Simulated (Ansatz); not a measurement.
# F on Hf(0001): change of the work function, part 2 of 4

Wanted: Δφ(θ) for F/Hf(0001), starting from the fcc site.

Ansatz 0.2.0; plane-wave DFT, PBE, Ansatz PAW.

So far, work function, upper face (eV): step 2 (the clean slab) 4.33.

## 3. Adsorbate added, k-mesh 4×4×1, coverage 0.111 ML

System of this step: F/Hf(0001). The cell holds 37 atoms: 36 Hf and 1 F. Its edges and angles: a = 9.600 Å, b = 9.600 Å, c = 27.066 Å, α = 90.0°, β = 90.0°, γ = 60.0°. Vacuum lies along c.

The clean slab as it ended is repeated in the plane and the adsorbate is set on one face; the cell's size fixes the coverage, and the k-mesh shrinks with it to keep the sampling density about even. Adsorbate and upper layers relax, since the dipole depends on the height.

File input.yaml:

```yaml
crystal:
  lattice:
    - [9.6, 0.0, 0.0]
    - [4.8, 8.3138438763, 0.0]
    - [0.0, 0.0, 27.0657541454]
  atoms:
    - { symbol: Hf, position: [0.2222222222, 0.2222222222, 0.3325235259] }
    - { symbol: Hf, position: [0.0, 0.0, 0.4260439202] }
    - { symbol: Hf, position: [0.2222222222, 0.2222222222, 0.5235696736] }
    - { symbol: Hf, position: [0.0, 0.0, 0.6114818104] }
    - { symbol: Hf, position: [0.2222222222, 0.5555555556, 0.3325235259] }
    - { symbol: Hf, position: [0.0, 0.3333333333, 0.4260439202] }
    - { symbol: Hf, position: [0.2222222222, 0.5555555556, 0.5235696736] }
    - { symbol: Hf, position: [0.0, 0.3333333333, 0.6114818104] }
    - { symbol: Hf, position: [0.2222222222, 0.8888888889, 0.3325235259] }
    - { symbol: Hf, position: [0.0, 0.6666666667, 0.4260439202] }
    - { symbol: Hf, position: [0.2222222222, 0.8888888889, 0.5235696736] }
    - { symbol: Hf, position: [0.0, 0.6666666667, 0.6114818104] }
    - { symbol: Hf, position: [0.5555555556, 0.2222222222, 0.3325235259] }
    - { symbol: Hf, position: [0.3333333333, 0.0, 0.4260439202] }
    - { symbol: Hf, position: [0.5555555556, 0.2222222222, 0.5235696736] }
    - { symbol: Hf, position: [0.3333333333, 0.0, 0.6114818104] }
    - { symbol: Hf, position: [0.5555555556, 0.5555555556, 0.3325235259] }
    - { symbol: Hf, position: [0.3333333333, 0.3333333333, 0.4260439202] }
    - { symbol: Hf, position: [0.5555555556, 0.5555555556, 0.5235696736] }
    - { symbol: Hf, position: [0.3333333333, 0.3333333333, 0.6114818104] }
    - { symbol: Hf, position: [0.5555555556, 0.8888888889, 0.3325235259] }
    - { symbol: Hf, position: [0.3333333333, 0.6666666667, 0.4260439202] }
    - { symbol: Hf, position: [0.5555555556, 0.8888888889, 0.5235696736] }
    - { symbol: Hf, position: [0.3333333333, 0.6666666667, 0.6114818104] }
    - { symbol: Hf, position: [0.8888888889, 0.2222222222, 0.3325235259] }
    - { symbol: Hf, position: [0.6666666667, 0.0, 0.4260439202] }
    - { symbol: Hf, position: [0.8888888889, 0.2222222222, 0.5235696736] }
    - { symbol: Hf, position: [0.6666666667, 0.0, 0.6114818104] }
    - { symbol: Hf, position: [0.8888888889, 0.5555555556, 0.3325235259] }
    - { symbol: Hf, position: [0.6666666667, 0.3333333333, 0.4260439202] }
    - { symbol: Hf, position: [0.8888888889, 0.5555555556, 0.5235696736] }
    - { symbol: Hf, position: [0.6666666667, 0.3333333333, 0.6114818104] }
    - { symbol: Hf, position: [0.8888888889, 0.8888888889, 0.3325235259] }
    - { symbol: Hf, position: [0.6666666667, 0.6666666667, 0.4260439202] }
    - { symbol: Hf, position: [0.8888888889, 0.8888888889, 0.5235696736] }
    - { symbol: Hf, position: [0.6666666667, 0.6666666667, 0.6114818104] }
    - { symbol: F, position: [0.1111111111, 0.1111111111, 0.6674764741] }
kpoints:
  mp_grid: { grid: [4, 4, 1] }
hamiltonian:
  xc: pbe
scf:
  occupations: { method: fermi_dirac, width: 0.1 }
  convergence: { dr2_threshold: 1.0e-08 }
efield:
  axis: 3
  dipole_correction: true
  ramp_position: 0.97
  ramp_width: 0.06
relax:
  f_tol: 0.02
  max_steps: 60
  constraints:
    - { sites: [0, 1, 4, 5, 8, 9, 12, 13, 16, 17, 20, 21, 24, 25, 28, 29, 32, 33] }
output:
  write_potential: true
  write_density: true
  volumetric_format: npy
```

Started as:

```sh
ansatz run input.yaml --threads 4 --pin off --max-ram 16384MiB --backend cpu --events-out ev --progress --plain --runs-dir out
```

Output:

```text
[...]
Crystal: 37 atoms, lattice volume = 2160.196 Å³
Basis set: ecut = 420 eV, 42061 PW (Γ), exchange–correlation on 144×144×384 points (8 copies of the dense FFT grid, shifted against one another)
Bands: 566, of which v1, the nominal top of the filled ones, is band 472 counted from 1 (471 counted from 0)
Symmetry: 6 space group operations
[...]
k-points: 4 of 16 (time reversal used)
[...]
SCF iter   1: F=—  HF=-566763.095306 eV  |F-HF|=—  |Δ(HF+E_count)|=         —  Δρ=6.10e-3  dr2=1.65e1  ethr=1.77e-3  p=-0.000 e·Å  D=-6.79e-6 V/Å  ΔV_dip=0.00 eV  dr2_dipole=4.05e-1  V_vac-E_F(+/−)=4.44/4.44 eV  ⟨swp⟩=6.0  Hψ=8098  notcnv=0  defer=44
[...]
SCF iter  12: F=-566762.702697 eV  HF=-566762.702697 eV  |F-HF|=1.47e-8  |Δ(HF+E_count)|=   1.21e-8  Δρ=2.25e-7  dr2=4.64e-9  ethr=1.06e-12  p=0.035 e·Å  D=2.97e-3 V/Å  ΔV_dip=-0.08 eV  dr2_dipole=4.35e-10  V_vac-E_F(+/−)=4.30/4.38 eV  ⟨swp⟩=10.8  Hψ=21853  notcnv=0
SCF 1 converged in 12 iterations: F = -566762.702697 eV  dr2 = 4.64e-9
[...]
relax step   1: F+E_penalty+E_count = -566762.70269697 eV  Δ(F+E_penalty+E_count) = +0.000e0 eV  max|allowed force component| = 1.415e0 eV/Å  Δτ_max = 0.0000 Å  (12 SCF iters, accepted)
[...]
SCF iter  11: F=-566762.914787 eV  HF=-566762.914787 eV  |F-HF|=1.26e-8  |Δ(HF+E_count)|=   2.69e-8  Δρ=2.70e-7  dr2=1.82e-9  ethr=1.06e-12  p=0.074 e·Å  D=6.24e-3 V/Å  ΔV_dip=-0.17 eV  dr2_dipole=2.06e-10  V_vac-E_F(+/−)=4.21/4.38 eV  ⟨swp⟩=11.5  Hψ=19854  notcnv=0
SCF 2 converged in 11 iterations: F = -566762.914787 eV  dr2 = 1.82e-9
[...]
relax step   2: F+E_penalty+E_count = -566762.91478707 eV  Δ(F+E_penalty+E_count) = -2.121e-1 eV  max|allowed force component| = 4.610e-1 eV/Å  Δτ_max = 0.1947 Å  (11 SCF iters, accepted)
SCF iter   1: F=—  HF=-566762.978103 eV  |F-HF|=—  |Δ(HF+E_count)|=         —  Δρ=1.64e-3  dr2=5.00e-1  ethr=2.09e-4  p=0.074 e·Å  D=6.24e-3 V/Å  ΔV_dip=-0.17 eV  dr2_dipole=1.21e-1  V_vac-E_F(+/−)=4.21/4.37 eV  ⟨swp⟩=6.0  Hψ=5953  notcnv=0  defer=57
[...]
SCF iter  10: F=-566762.947537 eV  HF=-566762.947537 eV  |F-HF|=1.35e-8  |Δ(HF+E_count)|=   4.40e-8  Δρ=4.07e-7  dr2=8.69e-9  ethr=1.06e-12  p=0.089 e·Å  D=7.47e-3 V/Å  ΔV_dip=-0.20 eV  dr2_dipole=4.73e-10  V_vac-E_F(+/−)=4.18/4.38 eV  ⟨swp⟩=12.2  Hψ=22297  notcnv=0
SCF 3 converged in 10 iterations: F = -566762.947537 eV  dr2 = 8.69e-9
relax step   3: F+E_penalty+E_count = -566762.94753735 eV  Δ(F+E_penalty+E_count) = -3.275e-2 eV  max|allowed force component| = 2.699e-1 eV/Å  Δτ_max = 0.0807 Å  (10 SCF iters, accepted)
[...]
relax step   4: F+E_penalty+E_count = -566762.95650666 eV  Δ(F+E_penalty+E_count) = -8.969e-3 eV  max|allowed force component| = 3.216e-2 eV/Å  Δτ_max = 0.0215 Å  (9 SCF iters, accepted)
SCF iter   1: F=—  HF=-566762.957075 eV  |F-HF|=—  |Δ(HF+E_count)|=         —  Δρ=2.40e-4  dr2=6.10e-3  ethr=6.06e-6  p=0.084 e·Å  D=7.00e-3 V/Å  ΔV_dip=-0.19 eV  dr2_dipole=8.49e-6  V_vac-E_F(+/−)=4.19/4.38 eV  ⟨swp⟩=4.0  Hψ=4056  notcnv=0  defer=72
[...]
SCF iter   8: F=-566762.956792 eV  HF=-566762.956792 eV  |F-HF|=1.58e-8  |Δ(HF+E_count)|=   7.02e-8  Δρ=2.91e-7  dr2=1.90e-9  ethr=1.06e-12  p=0.083 e·Å  D=6.97e-3 V/Å  ΔV_dip=-0.19 eV  dr2_dipole=8.58e-11  V_vac-E_F(+/−)=4.19/4.38 eV  ⟨swp⟩=11.2  Hψ=20544  notcnv=0
SCF 5 converged in 8 iterations: F = -566762.956792 eV  dr2 = 1.90e-9
relax step   5: F+E_penalty+E_count = -566762.95679216 eV  Δ(F+E_penalty+E_count) = -2.855e-4 eV  max|allowed force component| = 1.900e-2 eV/Å  Δτ_max = 0.0099 Å  (8 SCF iters, accepted)
NSCF: frozen V_eff on 4 k-points
[...]
SCF converged after 8 iterations
Free energy (F): -566762.956792 eV
[...]
Internal energy: -566761.228970 eV  (E = F + TS)
E sigma→0 (E₀):  -566762.092881 eV
Entropy (-TS):   -1.727822 eV (-46.698 meV/atom)
Fermi energy:    4.884800 eV
Dipole field:    D = 0.006962 V/Å  (p = 0.083112 e·Å, saw-weighted, corrected)
Work function:   Φ+ = 4.1897 eV   Φ− = 4.3781 eV
[...]
--- Forces (eV/Å), atoms counted from 1 ---
  atom   1  Hf     0.00806194     0.00465456     0.66834112
  atom   2  Hf    -0.00760322    -0.00438972    -0.56759329
  atom   3  Hf     0.00673503     0.00388847    -0.00469688
  atom   4  Hf    -0.00874069    -0.00504644    -0.00093245
  atom   5  Hf     0.00056336    -0.00032526     0.66104984
  atom   6  Hf    -0.00000000     0.00877944    -0.56759329
  atom   7  Hf    -0.00161117     0.00093021    -0.00042882
  atom   8  Hf     0.00000000     0.01009288    -0.00093245
  atom   9  Hf     0.00000000    -0.00930913     0.66834112
  atom  10  Hf     0.00020872    -0.00012050    -0.75138795
  atom  11  Hf    -0.00000000    -0.00777695    -0.00469688
  atom  12  Hf    -0.00237716     0.00137245    -0.00304509
  atom  13  Hf     0.00000000     0.00065051     0.66104984
  atom  14  Hf     0.00760322    -0.00438972    -0.56759329
  atom  15  Hf     0.00000000    -0.00186042    -0.00042882
  atom  16  Hf     0.00874069    -0.00504644    -0.00093245
  atom  17  Hf    -0.00056336    -0.00032526     0.66104984
  atom  18  Hf    -0.04330697    -0.02500329    -0.65700320
  atom  19  Hf     0.00161117     0.00093021    -0.00042882
  atom  20  Hf    -0.00125394    -0.00072396     0.00527190
  atom  21  Hf    -0.00415394     0.00239828     0.64695688
  atom  22  Hf    -0.00000000     0.05000658    -0.65700320
  atom  23  Hf    -0.01645291     0.00949909     0.00789489
  atom  24  Hf     0.00000000     0.00144793     0.00527190
  atom  25  Hf    -0.00806194     0.00465456     0.66834112
  atom  26  Hf    -0.00000000     0.00024101    -0.75138795
  atom  27  Hf    -0.00673503     0.00388847    -0.00469688
  atom  28  Hf     0.00000000    -0.00274490    -0.00304509
  atom  29  Hf     0.00000000    -0.00479656     0.64695688
  atom  30  Hf     0.04330697    -0.02500329    -0.65700320
  atom  31  Hf     0.00000000    -0.01899819     0.00789489
  atom  32  Hf     0.00125394    -0.00072396     0.00527190
  atom  33  Hf     0.00415394     0.00239828     0.64695688
  atom  34  Hf    -0.00020872    -0.00012050    -0.75138795
  atom  35  Hf     0.01645291     0.00949909     0.00789489
  atom  36  Hf     0.00237716     0.00137245    -0.00304509
  atom  37  F      0.00000000     0.00000000    -0.01326959
  max |Σ_I F_I| component: 1.13e-5 eV/Å
--- Band table (eV) ---
  k-point 0: bands = [... 468 lower, 4.8625, 4.8625, 4.8652, 4.9130, 4.9400, 4.9400, 4.9461, 4.9461, ... 90 higher]
  k-point 1: bands = [... 468 lower, 4.8358, 4.8536, 4.8626, 4.8663, 4.8852, 4.9279, 4.9650, 4.9983, ... 90 higher]
  k-point 2: bands = [... 468 lower, 4.7428, 4.7812, 4.8382, 4.8858, 4.8969, 4.9201, 4.9619, 5.0570, ... 90 higher]
  k-point 3: bands = [... 468 lower, 4.7977, 4.8347, 4.8589, 4.9040, 4.9235, 4.9570, 4.9804, 5.0215, ... 90 higher]
--- Relaxed structure (5 steps of the walk, 5 accepted, 0 SCFs on fresh bases) ---
  F+E_penalty+E_count = -566762.95679216 eV   max|allowed force component| = 1.900e-2 eV/Å
  atoms:
    - { symbol: Hf, position: [0.222222, 0.222222, 0.332524] }
    - { symbol: Hf, position: [1.111110e-11, 1.111110e-11, 0.426044] }
    - { symbol: Hf, position: [0.221121, 0.221121, 0.524963] }
    - { symbol: Hf, position: [-0.00282336, -0.00282336, 0.613105] }
    - { symbol: Hf, position: [0.222222, 0.555556, 0.332524] }
    - { symbol: Hf, position: [1.111108e-11, 0.333333, 0.426044] }
    - { symbol: Hf, position: [0.221718, 0.555807, 0.522750] }
    - { symbol: Hf, position: [-0.00282336, 0.338980, 0.613105] }
    - { symbol: Hf, position: [0.222222, 0.888889, 0.332524] }
    - { symbol: Hf, position: [-2.222222e-11, 0.666667, 0.426044] }
    - { symbol: Hf, position: [0.221121, 0.891092, 0.524963] }
    - { symbol: Hf, position: [0.00133998, 0.665997, 0.610979] }
    - { symbol: Hf, position: [0.555556, 0.222222, 0.332524] }
    - { symbol: Hf, position: [0.333333, 1.111110e-11, 0.426044] }
    - { symbol: Hf, position: [0.555807, 0.221718, 0.522750] }
    - { symbol: Hf, position: [0.338980, -0.00282336, 0.613105] }
    - { symbol: Hf, position: [0.555556, 0.555556, 0.332524] }
    - { symbol: Hf, position: [0.333333, 0.333333, 0.426044] }
    - { symbol: Hf, position: [0.555807, 0.555807, 0.522750] }
    - { symbol: Hf, position: [0.335353, 0.335353, 0.610826] }
    - { symbol: Hf, position: [0.555556, 0.888889, 0.332524] }
    - { symbol: Hf, position: [0.333333, 0.666667, 0.426044] }
    - { symbol: Hf, position: [0.556126, 0.888604, 0.523134] }
    - { symbol: Hf, position: [0.335353, 0.662627, 0.610826] }
    - { symbol: Hf, position: [0.888889, 0.222222, 0.332524] }
    - { symbol: Hf, position: [0.666667, -2.222223e-11, 0.426044] }
    - { symbol: Hf, position: [0.891092, 0.221121, 0.524963] }
    - { symbol: Hf, position: [0.665997, 0.00133998, 0.610979] }
    - { symbol: Hf, position: [0.888889, 0.555556, 0.332524] }
    - { symbol: Hf, position: [0.666667, 0.333333, 0.426044] }
    - { symbol: Hf, position: [0.888604, 0.556126, 0.523134] }
    - { symbol: Hf, position: [0.662627, 0.335353, 0.610826] }
    - { symbol: Hf, position: [0.888889, 0.888889, 0.332524] }
    - { symbol: Hf, position: [0.666667, 0.666667, 0.426044] }
    - { symbol: Hf, position: [0.888604, 0.888604, 0.523134] }
    - { symbol: Hf, position: [0.665997, 0.665997, 0.610979] }
    - { symbol: F, position: [0.111111, 0.111111, 0.658456] }
```

Run time: 28 min. Hardware: 4 threads of Arm Neoverse V1, shared host; peak memory 10 GiB.

This run has no spin polarisation although its electron count is odd.

Step by step:

| step | energy less that of the first step (eV) | largest force component (eV/Å) |
| --- | --- | --- |
| 1 | 0.0000 | 1.4154 |
| 2 | -0.2121 | 0.4610 |
| 3 | -0.2448 | 0.2699 |
| 4 | -0.2538 | 0.0322 |
| 5 | -0.2541 | 0.0190 |

The run keeps the 6 symmetry operations that the program found, so distortions that break them were not tested.

The atoms that moved most (Å):

| atom | dx | dy | dz | length |
| --- | --- | --- | --- | --- |
| F37 | 0.000 | 0.000 | -0.244 | 0.244 |
| Hf4 | -0.041 | -0.023 | 0.044 | 0.064 |
| Hf16 | 0.041 | -0.023 | 0.044 | 0.064 |
| Hf8 | 0.000 | 0.047 | 0.044 | 0.064 |
| Hf11 | 0.000 | 0.018 | 0.038 | 0.042 |
| Hf3 | -0.016 | -0.009 | 0.038 | 0.042 |
| Hf27 | 0.016 | -0.009 | 0.038 | 0.042 |
| Hf24 | 0.000 | -0.034 | -0.018 | 0.038 |

The relaxed structure:

```cif
data_structure
_symmetry_space_group_name_H-M 'P 1'
_symmetry_Int_Tables_number 1
_cell_length_a 9.6000
_cell_length_b 9.6000
_cell_length_c 27.0658
_cell_angle_alpha 90.000
_cell_angle_beta 90.000
_cell_angle_gamma 60.000
_cell_volume 2160.20
loop_
_atom_site_label
_atom_site_type_symbol
_atom_site_fract_x
_atom_site_fract_y
_atom_site_fract_z
_atom_site_occupancy
Hf1 Hf 0.22222 0.22222 0.33252 1
Hf2 Hf 0.00000 0.00000 0.42604 1
Hf3 Hf 0.22112 0.22112 0.52496 1
Hf4 Hf 0.99718 0.99718 0.61310 1
Hf5 Hf 0.22222 0.55556 0.33252 1
Hf6 Hf 0.00000 0.33333 0.42604 1
Hf7 Hf 0.22172 0.55581 0.52275 1
Hf8 Hf 0.99718 0.33898 0.61310 1
Hf9 Hf 0.22222 0.88889 0.33252 1
Hf10 Hf 0.00000 0.66667 0.42604 1
Hf11 Hf 0.22112 0.89109 0.52496 1
Hf12 Hf 0.00134 0.66600 0.61098 1
Hf13 Hf 0.55556 0.22222 0.33252 1
Hf14 Hf 0.33333 0.00000 0.42604 1
Hf15 Hf 0.55581 0.22172 0.52275 1
Hf16 Hf 0.33898 0.99718 0.61310 1
Hf17 Hf 0.55556 0.55556 0.33252 1
Hf18 Hf 0.33333 0.33333 0.42604 1
Hf19 Hf 0.55581 0.55581 0.52275 1
Hf20 Hf 0.33535 0.33535 0.61083 1
Hf21 Hf 0.55556 0.88889 0.33252 1
Hf22 Hf 0.33333 0.66667 0.42604 1
Hf23 Hf 0.55613 0.88860 0.52313 1
Hf24 Hf 0.33535 0.66263 0.61083 1
Hf25 Hf 0.88889 0.22222 0.33252 1
Hf26 Hf 0.66667 0.00000 0.42604 1
Hf27 Hf 0.89109 0.22112 0.52496 1
Hf28 Hf 0.66600 0.00134 0.61098 1
Hf29 Hf 0.88889 0.55556 0.33252 1
Hf30 Hf 0.66667 0.33333 0.42604 1
Hf31 Hf 0.88860 0.55613 0.52313 1
Hf32 Hf 0.66263 0.33535 0.61083 1
Hf33 Hf 0.88889 0.88889 0.33252 1
Hf34 Hf 0.66667 0.66667 0.42604 1
Hf35 Hf 0.88860 0.88860 0.52313 1
Hf36 Hf 0.66600 0.66600 0.61098 1
F37 F 0.11111 0.11111 0.65846 1
```

This step gave:

```
energy at zero smearing        : -566762.0929 eV
work function, upper face      : 4.190 eV
work function, lower face      : 4.378 eV
dipole along the normal        : 0.08311 e·Å
step between the vacuum levels : -0.1884 eV
```

Running mean over 2.5312 Å of the planar mean; the ramp of the sawtooth is left out. Table of electron's electrostatic potential energy less the Fermi level by z:

| z (Å) | electron's electrostatic potential energy less the Fermi level (eV) |
| --- | --- |
| 3.5 | 4.38 |
| 4.0 | 4.38 |
| 4.5 | 4.37 |
| 5.0 | 4.35 |
| 5.5 | 4.29 |
| 6.0 | 4.12 |
| 6.5 | 3.64 |
| 7.0 | 2.30 |
| 7.5 | -0.568 |
| 8.0 | -4.05 |
| 8.5 | -6.60 |
| 9.0 | -7.41 |
| 9.5 | -7.41 |
| 10.0 | -7.30 |
| 10.5 | -7.25 |
| 11.0 | -7.26 |
| 11.5 | -7.25 |
| 12.0 | -7.07 |
| 12.5 | -6.74 |
| 13.0 | -6.67 |
| 13.5 | -6.89 |
| 14.0 | -7.22 |
| 14.5 | -7.56 |
| 15.0 | -8.05 |
| 15.5 | -8.19 |
| 16.0 | -7.98 |
| 16.5 | -7.71 |
| 17.0 | -7.07 |
| 17.5 | -4.75 |
| 18.0 | -1.34 |
| 18.5 | 1.65 |
| 19.0 | 3.22 |
| 19.5 | 3.88 |
| 20.0 | 4.10 |
| 20.5 | 4.16 |
| 21.0 | 4.18 |
| 21.5 | 4.19 |
| 22.0 | 4.19 |
| 22.5 | 4.19 |
| 23.0 | 4.19 |
| 23.5 | 4.19 |

The relaxation took 5 steps and lowered the energy by 0.25 eV; the largest force on the free atoms ends at 0.019 eV/Å.

The covered face has 4.19 eV, -0.14 eV against the clean one; the bare back face has moved by -0.00 eV, a measure of how thin the slab is.

[end of part 2 of 4]

[Long decimals in the printed logs are rounded to 6 places.]

[Logs are printed without paths, hosts, clocks, repeated set-up lines and the standing remarks that a program may print on its own settings, such as how far it seeks lower states.]

[Hosts, paths, dates, database ids (printed as entryN), source tags and the programs' standing remarks are cut or masked in the printed files.]

[Maps of the electrostatic potential energy from Ansatz leave out the sawtooth potential of an applied field or a dipole correction, so their vacuum need not be flat; planar profiles and work functions include it.]
